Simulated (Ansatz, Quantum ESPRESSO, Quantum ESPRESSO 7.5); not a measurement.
## From contact to tunnelling: vacuum gaps between two Na(100) faces

Wanted: T at the Fermi level along a series, and its decay constant, for vacuum gaps between two Na(100) faces.

Calculated with Quantum ESPRESSO 7.5; plane-wave DFT, LDA, GBRV ultrasoft pseudopotentials (cross-check by Ansatz 0.2.0 with PAW datasets).

## 1. The structure

The cell holds 16 atoms: 16 Na. Its edges and angles: a = 4.200 Å, b = 4.200 Å, c = 36.500 Å, α = 90.0°, β = 90.0°, γ = 90.0°. It derives from Na. Regions: left lead, 8 atoms (8 Na); right lead, 8 atoms (8 Na). The structure is stacked along c, and the current runs across the ab planes.

## 2. Self-consistent run, 5 Å

One periodic cell holds a stretch of lead, the junction and more lead; the atoms stay as built.

j0.scf.in reads:

```
&control
  prefix = 'j0.scf'
  outdir = './out'
  pseudo_dir = './pseudo'
  calculation = 'scf'
  tprnfor = .true.
/
&system
  ibrav = 0
  nat = 16
  ntyp = 1
  ecutwfc = 40
  ecutrho = 200
  occupations = 'smearing'
  smearing = 'mv'
  degauss = 0.01
/
&electrons
  conv_thr = 1e-07
  mixing_beta = 0.25
  electron_maxstep = 120
  mixing_mode = 'local-TF'
/
ATOMIC_SPECIES
  Na  22.9898  na_lda_v1.5.uspp.F.UPF
CELL_PARAMETERS angstrom
  4.20000000000000 0.00000000000000 0.00000000000000
  0.00000000000000 4.20000000000000 0.00000000000000
  0.00000000000000 0.00000000000000 36.50000000000000
ATOMIC_POSITIONS crystal
  Na  0.000000000000 0.000000000000 0.000000000000
  Na  0.500000000000 0.500000000000 0.057534246575
  Na  0.000000000000 0.000000000000 0.115068493151
  Na  0.500000000000 0.500000000000 0.172602739726
  Na  0.000000000000 0.000000000000 0.230136986301
  Na  0.500000000000 0.500000000000 0.287671232877
  Na  0.000000000000 0.000000000000 0.345205479452
  Na  0.500000000000 0.500000000000 0.402739726027
  Na  0.000000000000 0.000000000000 0.539726027397
  Na  0.500000000000 0.500000000000 0.597260273973
  Na  0.000000000000 0.000000000000 0.654794520548
  Na  0.500000000000 0.500000000000 0.712328767123
  Na  0.000000000000 0.000000000000 0.769863013699
  Na  0.500000000000 0.500000000000 0.827397260274
  Na  0.000000000000 0.000000000000 0.884931506849
  Na  0.500000000000 0.500000000000 0.942465753425
K_POINTS automatic
  6 6 1 0 0 0
```

Started as:

```console
> OMP_NUM_THREADS=1 mpirun -n 4 pw.x -nk 2 -in j0.scf.in > j0.scf.out
```

What it wrote:

```text
Program PWSCF v.7.5 starts
[citation notice left out]

     Parallel version (MPI & OpenMP), running on       4 processor cores
     Number of MPI processes:                 4
     Threads/MPI process:                     1

     MPI processes distributed on     1 nodes
[...]
Current dimensions of program PWSCF are:
     Max number of different atomic species (ntypx) = 10
     Max number of k-points (npk) =  40000
     Max angular momentum in pseudopotentials (lmaxx) =  4
     Message from routine setup:
     using ibrav=0 with symmetry is DISCOURAGED, use correct ibrav instead

     K-points division:     npool     =       2
     R & G space division:  proc/nbgrp/npool/nimage =       2
     Subspace diagonalization in iterative solution of the eigenvalue problem:
     a serial algorithm will be used

     Parallelization info
     --------------------
     sticks:   dense  smooth     PW     G-vecs:    dense   smooth      PW
     Min         498     396    120               103702    74172   12030
     Max         499     397    121               103717    74201   12049
     Sum         997     793    241               207419   148373   24079

     Using Slab Decomposition

     bravais-lattice index     =            0
     lattice parameter (alat)  =       7.9368  a.u.
     unit-cell volume          =    4344.9826 (a.u.)^3
     number of atoms/cell      =           16
     number of atomic types    =            1
     number of electrons       =       144.00
     number of Kohn-Sham states=           86
     kinetic-energy cutoff     =      40.0000  Ry
     charge density cutoff     =     200.0000  Ry
     scf convergence threshold =      1.0E-07
     mixing beta               =       0.2500
     number of iterations used =            8  local-TF  mixing
     Exchange-correlation=  SLA  PZ   NOGX NOGC
                           (   1   1   0   0   0   0   0)

     celldm(1)=   7.936850  celldm(2)=   0.000000  celldm(3)=   0.000000
     celldm(4)=   0.000000  celldm(5)=   0.000000  celldm(6)=   0.000000

     crystal axes: (cart. coord. in units of alat)
               a(1) = (   1.000000   0.000000   0.000000 )
               a(2) = (   0.000000   1.000000   0.000000 )
               a(3) = (   0.000000   0.000000   8.690476 )

     reciprocal axes: (cart. coord. in units 2 pi/alat)
               b(1) = (  1.000000  0.000000  0.000000 )
               b(2) = (  0.000000  1.000000  0.000000 )
               b(3) = (  0.000000  0.000000  0.115068 )

     PseudoPot. # 1 for Na read from file:
     ./pseudo/na_lda_v1.5.uspp.F.UPF
     Pseudo is Ultrasoft, Zval =  9.0
     Generated by new atomic code, or converted to UPF format
     Using radial grid of  819 points,  5 beta functions with:
                l(1) =   0
                l(2) =   0
                l(3) =   1
                l(4) =   1
                l(5) =   2
     Q(r) pseudized with  8 coefficients,  rinner =    1.250   1.250   1.250
                                                       1.250   1.250

     atomic species   valence    mass     pseudopotential
     Na                9.00    22.98980     Na( 1.00)

      8 Sym. Ops. (no inversion) found

   Cartesian axes

     site n.     atom                  positions (alat units)
         1        Na     tau(   1) = (   0.0000000   0.0000000   0.0000000  )
         2        Na     tau(   2) = (   0.5000000   0.5000000   0.5000000  )
         3        Na     tau(   3) = (   0.0000000   0.0000000   1.0000000  )
         4        Na     tau(   4) = (   0.5000000   0.5000000   1.5000000  )
         5        Na     tau(   5) = (   0.0000000   0.0000000   2.0000000  )
         6        Na     tau(   6) = (   0.5000000   0.5000000   2.5000000  )
         7        Na     tau(   7) = (   0.0000000   0.0000000   3.0000000  )
         8        Na     tau(   8) = (   0.5000000   0.5000000   3.5000000  )
         9        Na     tau(   9) = (   0.0000000   0.0000000   4.6904762  )
        10        Na     tau(  10) = (   0.5000000   0.5000000   5.1904762  )
        11        Na     tau(  11) = (   0.0000000   0.0000000   5.6904762  )
        12        Na     tau(  12) = (   0.5000000   0.5000000   6.1904762  )
        13        Na     tau(  13) = (   0.0000000   0.0000000   6.6904762  )
        14        Na     tau(  14) = (   0.5000000   0.5000000   7.1904762  )
        15        Na     tau(  15) = (   0.0000000   0.0000000   7.6904762  )
        16        Na     tau(  16) = (   0.5000000   0.5000000   8.1904762  )

     number of k points=    10  Marzari-Vanderbilt smearing, width (Ry)=  0.0100
                       cart. coord. in units 2pi/alat
        k(    1) = (   0.0000000   0.0000000   0.0000000), wk =   0.0555556
        k(    2) = (   0.0000000   0.1666667   0.0000000), wk =   0.2222222
        k(    3) = (   0.0000000   0.3333333   0.0000000), wk =   0.2222222
        k(    4) = (   0.0000000  -0.5000000   0.0000000), wk =   0.1111111
        k(    5) = (   0.1666667   0.1666667   0.0000000), wk =   0.2222222
        k(    6) = (   0.1666667   0.3333333   0.0000000), wk =   0.4444444
        k(    7) = (   0.1666667  -0.5000000   0.0000000), wk =   0.2222222
        k(    8) = (   0.3333333   0.3333333   0.0000000), wk =   0.2222222
        k(    9) = (   0.3333333  -0.5000000   0.0000000), wk =   0.2222222
        k(   10) = (  -0.5000000  -0.5000000   0.0000000), wk =   0.0555556

     Dense  grid:   207419 G-vectors     FFT dimensions: (  36,  36, 320)

     Smooth grid:   148373 G-vectors     FFT dimensions: (  32,  32, 288)

     Estimated max dynamical RAM per process >     281.56 MB

     Estimated total dynamical RAM >       1.05 GB

     Initial potential from superposition of free atoms

     starting charge     143.9117, renormalised to     144.0000
     Starting wfcs are   80 randomized atomic wfcs +    6 random wfcs

     total cpu time spent up to now is        2.2 secs

     per-process dynamical memory:   150.3 Mb

     Self-consistent Calculation

     iteration #  1     ecut=    40.00 Ry     beta= 0.25
     Davidson diagonalization with overlap
     ethr =  1.00E-02,  avg # of iterations =  5.3

     Threshold (ethr) on eigenvalues was too large:
     Diagonalizing with lowered threshold

     Davidson diagonalization with overlap
     ethr =  3.65E-04,  avg # of iterations =  4.8

     total cpu time spent up to now is       16.2 secs

     total energy              =   -1522.05556885 Ry
     estimated scf accuracy    <       0.53392538 Ry

     iteration #  2     ecut=    40.00 Ry     beta= 0.25
[...]
estimated scf accuracy    <       0.00000100 Ry

     iteration # 11     ecut=    40.00 Ry     beta= 0.25
[...]
total energy              =   -1522.03873984 Ry
     estimated scf accuracy    <       0.00000011 Ry

     iteration # 12     ecut=    40.00 Ry     beta= 0.25
[...]
End of self-consistent calculation

          k = 0.0000 0.0000 0.0000 ( 18411 PWs)   bands (ev):

   -51.7244 -51.7244 -51.3774 -51.3774 -51.3715 -51.3715 -51.3691 -51.3690
   -51.3558 -51.3558 -51.3449 -51.3440 -51.3440 -51.3430 -51.2982 -51.2982
   -24.2249 -24.2248 -24.2157 -24.2157 -24.2157 -24.2157 -23.8859 -23.8859
   -23.8827 -23.8827 -23.8827 -23.8827 -23.8739 -23.8739 -23.8699 -23.8699
   -23.8699 -23.8699 -23.8654 -23.8654 -23.8627 -23.8626 -23.8624 -23.8624
   -23.8624 -23.8624 -23.8612 -23.8612 -23.8594 -23.8594 -23.8523 -23.8474
   -23.8474 -23.8459 -23.8425 -23.8421 -23.8421 -23.8401 -23.8401 -23.8356
   -23.8339 -23.8339 -23.8010 -23.8009 -23.7951 -23.7951 -23.7951 -23.7951
    -2.1368  -2.0468  -1.9144  -1.6816  -1.4366  -1.0690  -0.7776  -0.2204
     0.0570   0.8324   1.0207   2.0729   2.1529   3.4620   3.5066   4.9560
     5.0350   5.7355   5.8207   5.9955   5.9957   6.0703

          k = 0.0000 0.1667 0.0000 ( 18514 PWs)   bands (ev):

   -51.7243 -51.7243 -51.3773 -51.3773 -51.3715 -51.3715 -51.3691 -51.3690
   -51.3557 -51.3557 -51.3448 -51.3440 -51.3440 -51.3431 -51.2982 -51.2981
   -24.2248 -24.2247 -24.2170 -24.2170 -24.2155 -24.2155 -23.8869 -23.8869
   -23.8852 -23.8852 -23.8814 -23.8814 -23.8735 -23.8735 -23.8707 -23.8707
   -23.8698 -23.8698 -23.8650 -23.8649 -23.8646 -23.8639 -23.8634 -23.8634
   -23.8631 -23.8630 -23.8623 -23.8622 -23.8598 -23.8584 -23.8507 -23.8499
   -23.8468 -23.8442 -23.8437 -23.8422 -23.8413 -23.8412 -23.8407 -23.8352
   -23.8348 -23.8344 -23.8005 -23.8005 -23.7961 -23.7961 -23.7954 -23.7953
    -1.8927  -1.8031  -1.6713  -1.4395  -1.1955  -0.8294  -0.5392   0.0159
     0.2920   1.0643   1.2507   2.2950   2.3724   3.5624   3.5952   3.6412
     3.8182   4.0248   4.1787   4.3573   4.6914   4.9663

          k = 0.0000 0.3333 0.0000 ( 18524 PWs)   bands (ev):

   -51.7243 -51.7243 -51.3771 -51.3771 -51.3715 -51.3715 -51.3691 -51.3690
   -51.3556 -51.3556 -51.3444 -51.3440 -51.3440 -51.3434 -51.2981 -51.2981
   -24.2246 -24.2246 -24.2196 -24.2196 -24.2153 -24.2153 -23.8896 -23.8896
   -23.8888 -23.8888 -23.8780 -23.8780 -23.8745 -23.8744 -23.8713 -23.8713
   -23.8700 -23.8699 -23.8683 -23.8680 -23.8657 -23.8657 -23.8654 -23.8648
   -23.8645 -23.8642 -23.8634 -23.8634 -23.8564 -23.8559 -23.8525 -23.8505
   -23.8455 -23.8451 -23.8436 -23.8426 -23.8422 -23.8415 -23.8409 -23.8386
   -23.8345 -23.8344 -23.7998 -23.7998 -23.7981 -23.7981 -23.7959 -23.7959
    -1.1671  -1.0786  -0.9486  -0.7196  -0.4784  -0.1167   0.1702   0.7180
     0.9906   1.6423   1.7261   1.7413   1.8544   1.9183   2.0589   2.2774
     2.6637   2.9402   3.0839   3.1301   3.5102   3.7714

          k = 0.0000-0.5000 0.0000 ( 18508 PWs)   bands (ev):

   -51.7243 -51.7243 -51.3770 -51.3770 -51.3715 -51.3715 -51.3691 -51.3690
   -51.3555 -51.3555 -51.3440 -51.3440 -51.3439 -51.3439 -51.2981 -51.2981
   -24.2245 -24.2245 -24.2209 -24.2208 -24.2152 -24.2151 -23.8907 -23.8907
   -23.8907 -23.8907 -23.8756 -23.8756 -23.8753 -23.8753 -23.8712 -23.8712
   -23.8710 -23.8710 -23.8698 -23.8698 -23.8670 -23.8670 -23.8662 -23.8662
   -23.8640 -23.8640 -23.8639 -23.8639 -23.8543 -23.8543 -23.8529 -23.8529
   -23.8440 -23.8440 -23.8430 -23.8430 -23.8425 -23.8425 -23.8413 -23.8413
   -23.8344 -23.8344 -23.7995 -23.7995 -23.7990 -23.7990 -23.7961 -23.7961
     0.0212   0.0212   0.1076   0.1076   0.2350   0.2350   0.4588   0.4588
     0.6967   0.6967   1.0497   1.0497   1.3332   1.3332   1.8268   1.8268
     2.2081   2.2081   2.9235   2.9235   3.1389   3.1389

          k = 0.1667 0.1667 0.0000 ( 18521 PWs)   bands (ev):

   -51.7243 -51.7243 -51.3772 -51.3772 -51.3715 -51.3715 -51.3691 -51.3690
   -51.3557 -51.3556 -51.3447 -51.3440 -51.3440 -51.3432 -51.2981 -51.2981
   -24.2247 -24.2246 -24.2168 -24.2168 -24.2168 -24.2168 -23.8869 -23.8869
   -23.8848 -23.8848 -23.8840 -23.8840 -23.8728 -23.8727 -23.8712 -23.8711
   -23.8701 -23.8701 -23.8661 -23.8661 -23.8648 -23.8636 -23.8635 -23.8634
   -23.8629 -23.8629 -23.8628 -23.8624 -23.8613 -23.8606 -23.8501 -23.8490
   -23.8486 -23.8441 -23.8435 -23.8432 -23.8432 -23.8407 -23.8403 -23.8359
   -23.8352 -23.8341 -23.8004 -23.8004 -23.7965 -23.7965 -23.7960 -23.7960
    -1.6498  -1.5605  -1.4293  -1.1984  -0.9554  -0.5908  -0.3017   0.2512
     0.5261   1.2949   1.4797   2.5156   2.5908   3.6610   3.7406   3.7655
     3.8190   3.8607   4.0686   4.1204   4.3005   4.3043

          k = 0.1667 0.3333 0.0000 ( 18592 PWs)   bands (ev):

   -51.7243 -51.7243 -51.3771 -51.3771 -51.3715 -51.3715 -51.3690 -51.3690
   -51.3556 -51.3555 -51.3443 -51.3440 -51.3440 -51.3435 -51.2981 -51.2981
   -24.2244 -24.2244 -24.2194 -24.2194 -24.2166 -24.2166 -23.8888 -23.8888
   -23.8878 -23.8878 -23.8827 -23.8827 -23.8732 -23.8732 -23.8716 -23.8716
   -23.8703 -23.8703 -23.8672 -23.8671 -23.8667 -23.8665 -23.8656 -23.8643
   -23.8643 -23.8639 -23.8632 -23.8632 -23.8610 -23.8592 -23.8520 -23.8490
   -23.8478 -23.8459 -23.8444 -23.8442 -23.8412 -23.8410 -23.8406 -23.8376
   -23.8354 -23.8348 -23.8002 -23.8001 -23.7981 -23.7981 -23.7966 -23.7966
    -0.9274  -0.8393  -0.7098  -0.4817  -0.2413   0.1187   0.4047   0.9499
     1.2215   1.8667   1.9498   1.9670   2.0772   2.1423   2.2800   2.4969
     2.8828   3.1604   3.2949   3.3385   3.7229   3.9858

[...]
the Fermi energy is     1.0864 ev

!    total energy              =   -1522.03873987 Ry
     estimated scf accuracy    <       0.00000002 Ry
     smearing contrib. (-TS)   =      -0.00038918 Ry
     internal energy E=F+TS    =   -1522.03835069 Ry

     The total energy is F=E-TS. E is the sum of the following terms:
     one-electron contribution =   -1732.34533635 Ry
     hartree contribution      =     867.51106634 Ry
     xc contribution           =    -222.33334561 Ry
     ewald contribution        =    -434.87073507 Ry

     convergence has been achieved in  12 iterations

     Forces acting on atoms (cartesian axes, Ry/au):

     atom    1 type  1   force =     0.00000000    0.00000000    0.00026247
     atom    2 type  1   force =     0.00000000    0.00000000   -0.00061346
     atom    3 type  1   force =     0.00000000    0.00000000    0.00115176
     atom    4 type  1   force =     0.00000000    0.00000000   -0.00059670
     atom    5 type  1   force =     0.00000000    0.00000000   -0.00064200
     atom    6 type  1   force =     0.00000000    0.00000000    0.00024182
     atom    7 type  1   force =     0.00000000    0.00000000   -0.00056525
     atom    8 type  1   force =     0.00000000    0.00000000   -0.00040188
     atom    9 type  1   force =     0.00000000    0.00000000    0.00040472
     atom   10 type  1   force =     0.00000000    0.00000000    0.00057241
     atom   11 type  1   force =     0.00000000    0.00000000   -0.00023720
     atom   12 type  1   force =     0.00000000    0.00000000    0.00064399
     atom   13 type  1   force =     0.00000000    0.00000000    0.00058437
     atom   14 type  1   force =     0.00000000    0.00000000   -0.00115112
     atom   15 type  1   force =     0.00000000    0.00000000    0.00060253
     atom   16 type  1   force =     0.00000000    0.00000000   -0.00025647

     Total force =     0.002477     Total SCF correction =     0.000326
     SCF correction compared to forces is large: reduce conv_thr to get better values

[...]
=------------------------------------------------------------------------------=
   JOB DONE.
=------------------------------------------------------------------------------=
```

The job ended after 87 s (4 MPI ranks of Arm Neoverse V2, shared host; peak memory 1.1 GiB).

This step gave:

| Item | Value |
| --- | --- |
| free energy | -20708.3920 eV |
| Fermi energy | 1.086 eV |

The run needed 12 iterations to bring the estimated error under 1e-07 Ry; the largest force on any atom, held or free, is 0.03 eV/Å.

(Part 1 of 5 ends here.)

[Logs are printed without paths, hosts, clocks, repeated set-up lines and the standing remarks that a program may print on its own settings, such as how far it seeks lower states.]

[Hosts, paths, dates, database ids (printed as entryN), source tags and the programs' standing remarks are cut or masked in the printed files.]

[Maps of the electrostatic potential energy from Ansatz leave out the sawtooth potential of an applied field or a dipole correction, so their vacuum need not be flat; planar profiles and work functions include it.]
